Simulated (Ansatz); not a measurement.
# Grüneisen parameters and expansion of GaP (F-43m)

Wanted: mode Grüneisen parameters of GaP and a free-energy fit over volumes.

Experimental results on record:
- volume expansion coefficient 15.9 1e-6/K, heat capacity C_P per formula unit 44.2 J/mol/K and bulk modulus 88.7 GPa near room temperature (given in “High-Throughput Prediction of Finite-Temperature Properties using the Quasi-Harmonic Approximation”, 2016, arXiv:1603.06924)

Program: Ansatz 0.2.0. Level of theory: DFT LDA, scalar-relativistic, plane waves, PAW. Results are calculated unless marked as measured.

Most raw output is cut from this account.

## (1) The starting structure

The structure is cubic, space group F-43m (No. 216). Conventional cell: a = 5.451 Å, b = 5.451 Å, c = 5.451 Å, α = 90.00°, β = 90.00°, γ = 90.00°. Ga has 4 P at 2.36 Å nearest. Nearest to P lie 4 Ga at 2.36 Å. Farther neighbours are not listed.

## (2) Probe on a coarse mesh

A cheap single point shows whether the cell is a metal or an insulator and how far it is from rest; that sets the k-mesh and the occupations of what follows.

The input, input.yaml:

```yaml
crystal:
  lattice:
    - [0.0, 2.72525, 2.72525]
    - [2.72525, 0.0, 2.72525]
    - [2.72525, 2.72525, 0.0]
  atoms:
    - { symbol: Ga, position: [0.0, 0.0, 0.0] }
    - { symbol: P, position: [0.25, 0.25, 0.25] }
kpoints:
  mp_grid: { grid: [6, 6, 6] }
hamiltonian:
  xc: lda
scf:
  occupations: { method: gaussian, width: 0.1 }
output:
  forces: true
  stress: true
  eigenvalues: true
```

On the command line:

```sh
$ ansatz run input.yaml --threads 4 --pin off --max-ram 8192MiB --backend cpu --events-out ev --progress --plain --runs-dir out
```

Elapsed: 0.4 s, on 4 threads of Arm Neoverse V2, shared host; peak memory 0.28 GiB; 1.1 s of CPU time.

This step gave:

* pressure: -2.730 GPa
* gap on the k-mesh: 1.491 eV
* volume per atom: 20.24 Å³

The start is under -2.7 GPa at this level and looks like an insulator or semiconductor on this mesh.

## (3) Relaxation

The vibrations must be taken about the equilibrium of this functional, not about the starting cell, so the structure is relaxed.

input.yaml, the sections that differ from step 2:

```yaml
kpoints:
  mp_grid: { grid: [8, 8, 8] }
scf:
  occupations: { method: gaussian, width: 0.02 }
relax:
  adjacent_minimum: "off"
  f_tol: 0.005
  max_steps: 80
  cell: { stress_tol: 0.05 }
# crystal, hamiltonian, output: as in step 2
```

It took 2.5 s on 4 threads; peak memory 0.32 GiB.

Relaxation path:

```tsv
step	energy less that of the first step (eV)	largest force component (eV/Å)	pressure (GPa)	volume (Å³)
1	0.0000	0.0000	-2.75	40.48
2	-0.0107	0.0000	-0.86	39.56
3	-0.0119	0.0000	0.05	39.15
4	-0.0119	0.0000	0.00	39.18
5*	-0.0115	0.0000	0.00	39.18
```

Relaxation steps marked * repeat the geometry before them on a plane-wave basis chosen anew for their cell, so energy and pressure can jump there.

The run keeps the 24 symmetry operations that it works with, so distortions that break them were not tested.

```tsv
conventional cell, symmetrised	before	after	change
a (Å)	5.451	5.391	-1.1 %
b (Å)	5.451	5.391	-1.1 %
c (Å)	5.451	5.391	-1.1 %
volume (Å³/atom)	20.24	19.59	-3.2 %
```

Final coordinates:

```xyz
2
Lattice="0.0000 2.6957 2.6957 2.6957 0.0000 2.6957 2.6957 2.6957 0.0000" Properties=species:S:1:pos:R:3 pbc="T T T"
Ga    0.0000    0.0000    0.0000
P     1.3478    1.3478    1.3478
```

Numbers from this step:

```
pressure          : -0.004618 GPa
gap on the k-mesh : 1.431 eV
volume per atom   : 19.59 Å³
```

The relaxation ends with a pressure of 0.00 GPa.

## (4) Tight relaxation

The thresholds are tightened for a last relaxation ahead of the phonons, and where mesh or smearing change with them the cell follows.

input.yaml, the sections that differ from step 3:

```yaml
crystal:
  lattice:
    - [0.0, 2.6956500659, 2.6956500659]
    - [2.6956500659, 0.0, 2.6956500659]
    - [2.6956500659, 2.6956500659, 0.0]
  atoms:
    - { symbol: Ga, position: [0.0, 0.0, 0.0] }
    - { symbol: P, position: [0.25, 0.25, 0.25] }
scf:
  occupations: { method: fixed }
relax:
  adjacent_minimum: "off"
  f_tol: 0.001
  max_steps: 60
  cell: { stress_tol: 0.01 }
# kpoints, hamiltonian, output: as in step 3
```

The job ended after 1.1 s (4 threads; peak memory 0.32 GiB; 3.8 s of CPU time).

Little changed from the start: no atom moved by 0.005 Å and no cell edge by 0.1 %.

This step gave:

| Quantity | Value |
| --- | --- |
| pressure | -0.004617 GPa |

The residual pressure is -0.0046 GPa, small enough for phonons.

## (5) Lattice dynamics at this volume, V/V0 1

The same q-mesh and k-mesh are kept at every volume, so that much of their error can cancel in the differences.

input.yaml, the sections that differ from step 4:

```yaml
output:
  eigenvalues: true
phonons:
  method: dfpt
  dielectric: true
  rigid_motions: translations
  qmesh: [4, 4, 4]
  temperatures: { t_max: 1000, t_step: 50 }
  qpath:
    path:
      - [[0.0, 0.0, 0.0], [-0.5, -0.5, 0.0], [-0.375, -0.375, 0.25]]
      - [[-0.375, 0.0, 0.375], [0.0, 0.0, 0.0], [0.0, 0.0, 0.5], [-0.5, -0.25, 0.25], [-0.5, -0.5, 0.0]]
    npoints: 10
# crystal, kpoints, hamiltonian, scf: as in step 4
# relax: removed
```

Wall time 60 s (4 threads); peak memory 0.93 GiB; 3.8 min of CPU time.

This step gave:

```
Γ frequencies                            : 0, 0, 0, 364.9, 364.9, 364.9 cm⁻¹ (negative: imaginary)
lowest frequency on the path             : 0 cm⁻¹
zero-point energy                        : 0.09324 eV/cell
point group                              : -43m
highest frequency                        : 396.2 cm⁻¹
Debye temperature from the second moment : 517 K
```

LO-TO term included. The phonon branches at the labelled points (cm⁻¹):

```tsv
point	branch 1	branch 2	branch 3	branch 4	branch 5	branch 6
Γ	0	0	0	365	365	395
halfway	89	89	167	360	360	387
X	102	102	251	362	362	367
halfway	103	115	243	348	361	381
U	106	134	227	336	360	393
jump to K	106	134	227	336	360	393
halfway	78	112	166	359	361	385
Γ	0	0	0	365	365	395
halfway	66	66	161	362	362	385
L	79	79	233	363	363	371
halfway	103	126	215	340	361	391
W	124	143	216	328	364	393
halfway	112	120	236	340	363	385
X	102	102	251	362	362	367
```

Tetrahedra on 20 20 20, mean over bins of 5 cm⁻¹. Table of phonon density of states by wavenumber; read off at these points:

```tsv
wavenumber (cm⁻¹)	phonon density of states (1/cm⁻¹/cell)
2	0
18	2.1e-4
28	6.1e-4
42	0.00174
58	0.00382
72	0.00898
82	0.0238
98	0.0332
102	0.0488
112	0.0329
128	0.024
138	0.0219
152	0.00245
168	0.00363
178	0.00483
192	0.00794
208	0.0176
212	0.0332
222	0.0155
232	0.00576
248	0.00139
262	0
272	0
288	0
302	0
318	0
328	0.00118
342	0.0287
358	0.0531
362	0.216
372	0.00251
382	0.0517
388	0.0695
398	0.00341
```

Harmonic. Thermo, by row:

```tsv
T (K)	F_vib (meV/atom)	S (J/mol-atom/K)	C_V (J/mol-atom/K)
0	46.62	0	0
50	46.31	2.158	4.771
100	43.86	7.429	10.91
150	38.6	12.8	15.61
200	30.67	17.74	18.64
250	20.31	22.12	20.51
300	7.83	25.97	21.69
350	-6.53	29.38	22.47
400	-22.55	32.42	23.01
450	-40.07	35.15	23.39
500	-58.94	37.63	23.67
550	-79.04	39.9	23.88
600	-100.3	41.98	24.05
650	-122.5	43.91	24.17
700	-145.8	45.71	24.28
750	-169.9	47.38	24.36
800	-194.8	48.96	24.43
850	-220.6	50.44	24.49
900	-247.1	51.84	24.54
950	-274.3	53.17	24.58
1000	-302.2	54.43	24.61
```

The modes has structure finer than the step of the table below, so its rows give means over 20 cm⁻¹, whole bins alone (the curve runs from -10 to 418 cm⁻¹). Peaks (cm⁻¹: height): Ga 105.8: 0.0353, 213.5: 0.0297, 361.6: 0.0368, 385.8: 0.0112; P 361.6: 0.118, 385.8: 0.0538.

Phonopy on the run's constants, 19x19x19 mesh, Gaussian sigma 3.1 cm⁻¹. The modes by wavenumber; means over each step; values in 1/cm⁻¹/cell:

```tsv
wavenumber (cm⁻¹)	Ga	P
0	1.7e-5	7.4e-6
20	2.3e-4	9.9e-5
40	0.00117	4.9e-4
60	0.00346	0.00135
80	0.0137	0.00473
100	0.0289	0.00831
120	0.0225	0.00544
140	0.0114	0.00253
160	0.00236	6.5e-4
180	0.00443	9.5e-4
200	0.0113	0.00133
220	0.0199	9.9e-4
240	0.00361	1.0e-4
260	1.2e-4	3.0e-7
280	0	0
300	0	0
320	2.8e-5	0.00125
340	0.00194	0.0226
360	0.0168	0.0573
380	0.00549	0.0279
400	0.00281	0.0141
```

Born charge (rows field, columns displacement) (e), principal values of the symmetric part by kind of site:

```tsv
atom	atoms with these values	low	middle	high	mean
Ga1	1	2.05	2.05	2.05	2.05
P2	1	-2.05	-2.05	-2.05	-2.05
```

In full for Ga1:

```
2.05 0.00 0.00
0.00 2.05 0.00
0.00 0.00 2.05
```

ε∞:

```
10.64  0.00  0.00
 0.00 10.64  0.00
 0.00  0.00 10.64
```

No LO-TO term. The modes at Γ (shares of kinetic energy by element, %):

```tsv
mode	frequency (cm⁻¹)	symmetry	Ga %	P %
1	0.0	T2	69	31
2	0.0	T2	69	31
3	0.0	T2	69	31
4	364.9	T2	31	69
5	364.9	T2	31	69
6	364.9	T2	31	69
```

Displacements in mode 5 (364.9 cm⁻¹), the largest set to 1:
```
Ga1  0.00  0.20 -0.44
P2   0.00 -0.44  1.00
```

No mode is imaginary beyond numerical noise at the solved wavevectors.

## (6) A cell at another volume, V/V0 1.015

Symmetry fixes every atom, so a single point at the scaled cell gives the energy and pressure of this member.

The cell differs from the one that the last finished run ended in (a 3.812 → 3.831 Å, b 3.812 → 3.831 Å, c 3.812 → 3.831 Å).

input.yaml, the sections that differ from step 5:

```yaml
crystal:
  lattice:
    - [0.0, 2.709061481, 2.709061481]
    - [2.709061481, 0.0, 2.709061481]
    - [2.709061481, 2.709061481, 0.0]
  atoms:
    - { symbol: Ga, position: [0.0, 0.0, 0.0] }
    - { symbol: P, position: [0.25, 0.25, 0.25] }
output:
  forces: true
  stress: true
  eigenvalues: true
# kpoints, hamiltonian, scf: as in step 5
# phonons: removed
```

Elapsed: 0.53 s, on 4 threads; peak memory 0.29 GiB; 1.6 s of CPU time.

This step gave:

| Property | Result |
| --- | --- |
| pressure | -1.303 GPa |
| gap on the k-mesh | 1.461 eV |
| volume per atom | 19.88 Å³ |

At this level the gap is 1.46 eV on the k-mesh of the self-consistent run, which can miss the band edges.

## (7) Phonons, V/V0 1.015

Phonons at this volume give one point of F(V, T); meshes stay fixed along the series.

input.yaml, the sections that differ from step 6:

```yaml
output:
  eigenvalues: true
phonons:
  method: dfpt
  dielectric: true
  rigid_motions: translations
  qmesh: [4, 4, 4]
  temperatures: { t_max: 1000, t_step: 50 }
  qpath:
    path:
      - [[0.0, 0.0, 0.0], [-0.5, -0.5, 0.0], [-0.375, -0.375, 0.25]]
      - [[-0.375, 0.0, 0.375], [0.0, 0.0, 0.0], [0.0, 0.0, 0.5], [-0.5, -0.25, 0.25], [-0.5, -0.5, 0.0]]
    npoints: 10
# crystal, kpoints, hamiltonian, scf: as in step 6
```

It took 60 s on 4 threads; peak memory 0.94 GiB.

LO-TO term included. Phonon branches along the path, in cm⁻¹:

```tsv
point	branch 1	branch 2	branch 3	branch 4	branch 5	branch 6
Γ	0	0	0	358	358	389
halfway	89	89	164	353	353	381
X	103	103	248	354	354	360
halfway	105	115	240	341	353	374
U	107	133	223	330	352	385
jump to K	107	133	223	330	352	385
halfway	78	112	163	352	353	378
Γ	0	0	0	358	358	389
halfway	67	67	159	355	355	379
L	80	80	230	355	355	364
halfway	103	126	212	333	354	383
W	123	143	213	322	356	386
halfway	113	121	233	333	355	378
X	103	103	248	354	354	360
```

No mode is imaginary beyond numerical noise at the solved wavevectors. The highest zone-centre mode (no LO–TO term) moved by -1.8 % for a volume change of +1.5 %.

## (8) Single point at a scaled cell, V/V0 0.985

The cell differs from the one that the last finished run ended in (a 3.831 → 3.793 Å, b 3.831 → 3.793 Å, c 3.831 → 3.793 Å).

input.yaml, the sections that differ from step 7:

```yaml
crystal:
  lattice:
    - [0.0, 2.682103857, 2.682103857]
    - [2.682103857, 0.0, 2.682103857]
    - [2.682103857, 2.682103857, 0.0]
  atoms:
    - { symbol: Ga, position: [0.0, 0.0, 0.0] }
    - { symbol: P, position: [0.25, 0.25, 0.25] }
output:
  forces: true
  stress: true
  eigenvalues: true
# kpoints, hamiltonian, scf: as in step 7
# phonons: removed
```

Wall time 0.52 s (4 threads); peak memory 0.29 GiB.

The run ends at a pressure of 1.40 GPa.

## (9) Phonons, V/V0 0.985

input.yaml, the sections that differ from step 8:

```yaml
output:
  eigenvalues: true
phonons:
  method: dfpt
  dielectric: true
  rigid_motions: translations
  qmesh: [4, 4, 4]
  temperatures: { t_max: 1000, t_step: 50 }
  qpath:
    path:
      - [[0.0, 0.0, 0.0], [-0.5, -0.5, 0.0], [-0.375, -0.375, 0.25]]
      - [[-0.375, 0.0, 0.375], [0.0, 0.0, 0.0], [0.0, 0.0, 0.5], [-0.5, -0.25, 0.25], [-0.5, -0.5, 0.0]]
    npoints: 10
# crystal, kpoints, hamiltonian, scf: as in step 8
```

The job ended after 59 s (4 threads; peak memory 0.93 GiB).

No mode is imaginary beyond numerical noise at the solved wavevectors. The highest zone-centre mode (no LO–TO term) moved by +1.9 % for a volume change of -1.5 %.

## (10) A cell at another volume, V/V0 1.03

input.yaml, the sections that differ from step 9:

```yaml
crystal:
  lattice:
    - [0.0, 2.7223414064, 2.7223414064]
    - [2.7223414064, 0.0, 2.7223414064]
    - [2.7223414064, 2.7223414064, 0.0]
  atoms:
    - { symbol: Ga, position: [0.0, 0.0, 0.0] }
    - { symbol: P, position: [0.25, 0.25, 0.25] }
output:
  forces: true
  stress: true
  eigenvalues: true
  write_density: true
  write_potential: true
  elf: true
  volumetric_format: npy
# kpoints, hamiltonian, scf: as in step 9
# phonons: removed
```

Run time: 0.67 s. Hardware: 4 threads; peak memory 0.3 GiB.

The run ends at a pressure of -2.50 GPa.

## (11) Lattice dynamics at this volume, V/V0 1.03

input.yaml, the sections that differ from step 10:

```yaml
output:
  eigenvalues: true
phonons:
  method: dfpt
  dielectric: true
  rigid_motions: translations
  qmesh: [4, 4, 4]
  temperatures: { t_max: 1000, t_step: 50 }
  qpath:
    path:
      - [[0.0, 0.0, 0.0], [-0.5, -0.5, 0.0], [-0.375, -0.375, 0.25]]
      - [[-0.375, 0.0, 0.375], [0.0, 0.0, 0.0], [0.0, 0.0, 0.5], [-0.5, -0.25, 0.25], [-0.5, -0.5, 0.0]]
    npoints: 10
# crystal, kpoints, hamiltonian, scf: as in step 10
```

Wall time 60 s (4 threads); peak memory 0.95 GiB; 3.8 min of CPU time.

LO-TO term included. Phonon branches along the path, in cm⁻¹:

```tsv
point	branch 1	branch 2	branch 3	branch 4	branch 5	branch 6
Γ	0	0	0	352	352	383
halfway	90	90	161	346	346	375
X	104	104	244	346	346	354
halfway	106	116	236	334	346	366
U	108	133	220	323	344	377
jump to K	108	133	220	323	344	377
halfway	79	111	160	346	346	372
Γ	0	0	0	352	352	383
halfway	67	67	156	348	348	373
L	82	82	227	348	348	357
halfway	104	125	209	327	346	376
W	123	142	209	316	348	378
halfway	114	121	229	327	347	370
X	104	104	244	346	346	354
```

No mode is imaginary beyond numerical noise at the solved wavevectors. The highest zone-centre mode (no LO–TO term) moved by -3.6 % for a volume change of +3.0 %.

## (12) A cell at another volume, V/V0 0.97

The cell differs from the one that the last finished run ended in (a 3.850 → 3.774 Å, b 3.850 → 3.774 Å, c 3.850 → 3.774 Å).

input.yaml, the sections that differ from step 11:

```yaml
crystal:
  lattice:
    - [0.0, 2.6684194156, 2.6684194156]
    - [2.6684194156, 0.0, 2.6684194156]
    - [2.6684194156, 2.6684194156, 0.0]
  atoms:
    - { symbol: Ga, position: [0.0, 0.0, 0.0] }
    - { symbol: P, position: [0.25, 0.25, 0.25] }
output:
  forces: true
  stress: true
  eigenvalues: true
# kpoints, hamiltonian, scf: as in step 11
# phonons: removed
```

Elapsed: 0.51 s, on 4 threads; peak memory 0.3 GiB; 1.5 s of CPU time.

The run ends at a pressure of 2.93 GPa.

## (13) Lattice dynamics at this volume, V/V0 0.97

input.yaml, the sections that differ from step 12:

```yaml
output:
  eigenvalues: true
phonons:
  method: dfpt
  dielectric: true
  rigid_motions: translations
  qmesh: [4, 4, 4]
  temperatures: { t_max: 1000, t_step: 50 }
  qpath:
    path:
      - [[0.0, 0.0, 0.0], [-0.5, -0.5, 0.0], [-0.375, -0.375, 0.25]]
      - [[-0.375, 0.0, 0.375], [0.0, 0.0, 0.0], [0.0, 0.0, 0.5], [-0.5, -0.25, 0.25], [-0.5, -0.5, 0.0]]
    npoints: 10
# crystal, kpoints, hamiltonian, scf: as in step 12
```

Elapsed: 58 s, on 4 threads; peak memory 0.89 GiB.

No mode is imaginary beyond numerical noise at the solved wavevectors. The highest zone-centre mode (no LO–TO term) moved by +3.8 % for a volume change of -3.0 %.

## (14) A cell at another volume, V/V0 1.05

The cell differs from the one that the last finished run ended in (a 3.774 → 3.875 Å, b 3.774 → 3.875 Å, c 3.774 → 3.875 Å).

input.yaml, the sections that differ from step 13:

```yaml
crystal:
  lattice:
    - [0.0, 2.7398489062, 2.7398489062]
    - [2.7398489062, 0.0, 2.7398489062]
    - [2.7398489062, 2.7398489062, 0.0]
  atoms:
    - { symbol: Ga, position: [0.0, 0.0, 0.0] }
    - { symbol: P, position: [0.25, 0.25, 0.25] }
output:
  forces: true
  stress: true
  eigenvalues: true
# kpoints, hamiltonian, scf: as in step 13
# phonons: removed
```

Wall time 0.52 s (4 threads); peak memory 0.29 GiB; 1.6 s of CPU time.

The run ends at a pressure of -3.95 GPa.

[end of part 1 of 2]

[Logs are printed without paths, hosts, clocks, repeated set-up lines and the standing remarks that a program may print on its own settings, such as how far it seeks lower states.]

[Hosts, paths, dates, database ids (printed as entryN), source tags and the programs' standing remarks are cut or masked in the printed files.]

[A step with changed settings may run another functional than the one named; its input shows which.]

[Of the runs on displaced cells, only some may be shown.]
